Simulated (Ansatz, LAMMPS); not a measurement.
**Liquid mixture of dimethyl sulfoxide and H2O, relaxed from a frame at 300 K (89 atoms), step 2 of a relaxation**

The starting structure: 8 dimethyl sulfoxide, 3 H2O placed at random, at 1.09 g/cm³; overlaps pushed apart, then 10 ps at 450 K with MMFF94 bonds, angles, torsions, charges and radii (Halgren, J. Comput. Chem. 17, 490 (1996)) in harmonic and 12-6 forms; SPC/E water (Berendsen, Grigera and Straatsma, J. Phys. Chem. 91, 6269 (1987)). Snapshot after 20 ps at 300 K and fixed volume.

Calculated values (Ansatz 0.2.0, Kohn-Sham DFT, PBE+D4, PAW (set soft_2), plane waves; cutoff 420 eV, Γ point, fixed occupations; density 1.09 g/cm³) for step 2 of a relaxation.

Cell vectors (Å):

```
10.111 0.000 0.000
0.000 10.111 0.000
0.000 0.000 10.111
```

Positions (Å):

```
1 C 4.576 1.534 6.165
2 S 3.743 3.180 6.044
3 C 2.351 2.582 5.070
4 O 3.208 3.498 7.386
5 H 4.740 1.130 5.143
6 H 3.902 0.866 6.743
7 H 5.567 1.660 6.655
8 H 1.769 3.450 4.750
9 H 1.713 1.919 5.692
10 H 2.668 2.024 4.177
11 C 1.005 4.473 9.633
12 S 2.143 4.876 0.870
13 C 1.302 6.439 1.354
14 O 1.908 3.845 1.961
15 H 1.165 3.427 9.340
16 H 1.257 5.105 8.774
17 H 10.082 4.639 9.985
18 H 1.934 6.951 2.069
19 H 0.320 6.178 1.822
20 H 1.167 7.055 0.449
21 C 2.679 0.018 2.085
22 S 3.490 9.765 0.514
23 C 3.658 1.389 10.046
24 O 4.851 9.237 0.846
25 H 2.111 9.260 2.429
26 H 2.026 0.896 1.986
27 H 3.483 0.210 2.802
28 H 4.365 1.401 9.220
29 H 3.972 2.064 0.762
30 H 2.664 1.692 9.703
31 C 1.389 7.040 6.557
32 S 0.214 6.826 5.231
33 C 9.508 5.348 5.815
34 O 9.335 7.959 5.390
35 H 1.868 8.003 6.431
36 H 2.153 6.251 6.491
37 H 0.845 6.989 7.513
38 H 0.142 4.562 5.897
39 H 8.707 5.062 5.092
40 H 9.051 5.551 6.804
41 C 6.360 1.960 2.322
42 S 7.422 2.288 3.802
43 C 8.761 3.123 2.910
44 O 6.743 3.406 4.571
45 H 6.081 2.915 1.864
46 H 5.488 1.392 2.667
47 H 6.931 1.337 1.603
48 H 9.449 3.442 3.696
49 H 8.345 4.020 2.438
50 H 9.309 2.490 2.209
51 C 5.874 3.890 8.999
52 S 6.712 5.484 8.927
53 C 5.237 6.496 8.465
54 O 7.112 5.725 0.273
55 H 4.917 3.993 9.500
56 H 6.558 3.234 9.566
57 H 5.735 3.527 7.977
58 H 5.556 7.506 8.179
59 H 4.527 6.512 9.290
60 H 4.774 5.982 7.588
61 C 8.139 9.278 8.010
62 S 9.649 0.113 8.021
63 C 9.046 1.594 7.176
64 O 9.904 0.496 9.461
65 H 7.734 9.268 6.978
66 H 7.430 9.760 8.691
67 H 8.337 8.264 8.308
68 H 8.877 1.329 6.132
69 H 9.834 2.352 7.181
70 H 8.134 1.958 7.653
71 C 4.927 6.222 2.930
72 S 5.019 6.777 4.657
73 C 6.372 7.945 4.427
74 O 3.816 7.624 4.949
75 H 5.650 5.369 2.802
76 H 5.115 7.045 2.231
77 H 3.924 5.794 2.813
78 H 6.096 8.740 3.728
79 H 7.284 7.441 4.088
80 H 6.550 8.362 5.446
81 O 9.694 9.204 1.676
82 H 8.759 8.853 1.572
83 H 9.903 9.689 0.833
84 O 10.028 0.279 4.188
85 H 9.964 10.037 3.240
86 H 9.858 9.562 4.735
87 O 7.262 8.238 1.250
88 H 6.402 8.696 1.064
89 H 7.175 7.282 0.938
```

Q: Give the force on every atom.

Columns: atom, fx, fy, fz (forces in eV/Å).

```
1 0.052 -0.144 -0.072
2 0.868 -0.693 -1.602
3 -0.533 -0.474 0.038
4 -0.685 0.417 1.498
5 -0.100 0.186 0.475
6 0.316 0.198 -0.221
7 -0.529 -0.006 -0.173
8 0.027 0.089 -0.097
9 0.303 0.177 -0.181
10 0.049 0.210 0.115
11 -0.329 -0.059 -0.019
12 -0.153 -0.132 0.269
13 -0.575 -0.636 -0.207
14 0.100 0.376 -0.188
15 0.022 0.096 0.137
16 -0.052 0.056 0.004
17 0.167 -0.082 -0.162
18 0.192 0.173 0.297
19 0.571 0.208 -0.367
20 -0.017 -0.074 0.238
21 -0.059 0.117 0.186
22 -0.906 0.470 -0.518
23 -0.081 0.017 0.799
24 0.569 -0.149 0.143
25 -0.036 0.036 -0.118
26 0.008 -0.145 -0.005
27 0.097 0.106 0.067
28 0.096 -0.045 -0.140
29 -0.061 -0.379 -0.365
30 -0.044 -0.019 -0.112
31 0.028 -0.684 0.586
32 0.257 0.395 -0.654
33 -0.939 0.019 0.236
34 -0.196 0.012 0.124
35 0.128 0.281 -0.156
36 -0.087 0.110 0.051
37 0.046 0.060 -0.027
38 0.211 -0.329 -0.003
39 0.460 0.170 0.410
40 0.106 -0.082 -0.258
41 0.536 -0.359 0.059
42 -0.321 0.162 -0.527
43 0.136 0.178 0.248
44 0.033 -0.086 0.054
45 -0.055 0.075 0.101
46 0.041 0.133 -0.047
47 -0.161 0.159 0.294
48 0.160 -0.078 -0.017
49 -0.098 -0.041 -0.177
50 -0.110 -0.176 -0.056
51 0.497 -0.135 -0.111
52 -0.064 0.150 0.284
53 0.122 -0.515 -0.500
54 -0.165 0.106 -0.385
55 -0.274 0.018 0.155
56 -0.157 0.135 -0.189
57 -0.019 -0.026 0.012
58 0.044 -0.105 0.134
59 -0.066 0.030 0.268
60 0.298 0.273 0.386
61 -0.929 0.605 -0.773
62 0.796 0.039 -0.193
63 -0.088 -0.090 -0.072
64 0.127 0.318 0.112
65 0.233 -0.024 0.309
66 -0.051 -0.036 0.147
67 0.236 -0.533 0.303
68 -0.147 -0.164 -0.289
69 0.110 -0.009 0.286
70 -0.097 0.119 0.096
71 0.314 -0.903 -0.014
72 0.512 -0.129 -0.273
73 0.307 0.132 0.790
74 -0.554 0.285 0.008
75 -0.366 0.794 0.093
76 -0.067 -0.079 0.043
77 -0.019 0.070 0.013
78 -0.129 -0.057 -0.062
79 -0.079 0.038 0.035
80 -0.005 -0.147 -0.595
81 0.136 0.117 -0.085
82 0.372 0.238 -0.159
83 -0.423 -0.290 0.385
84 -0.014 -0.902 -0.152
85 -0.127 0.177 0.800
86 0.093 0.724 -0.752
87 -0.288 -0.524 -0.210
88 0.458 -0.385 0.087
89 0.026 0.869 0.102
```

The network of contacts between molecules at the start is that of the classical potential that made the cell. The density was typed from a rule of thumb and may lie off the real one at this temperature. Only the Γ point is sampled, in a cell whose shortest periodic width is 10 Å.

The r.m.s. force component is 0.341 eV/Å; the longest force, 1.95 eV/Å, acts on S2. The energy lies 26.2 meV/atom below that of the first step of this run.

[Long decimals in the printed logs are rounded to 6 places.]

[Logs are printed without paths, hosts, clocks, repeated set-up lines and the standing remarks that a program may print on its own settings, such as how far it seeks lower states.]

[Hosts, paths, dates, database ids (printed as entryN), source tags and the programs' standing remarks are cut or masked in the printed files.]

[The MMFF94 radii named for the starting cell were scaled by 0.96; in molecules described by MMFF94, hydrogen bound to N, O or S took a small fixed 12-6 site in their place.]
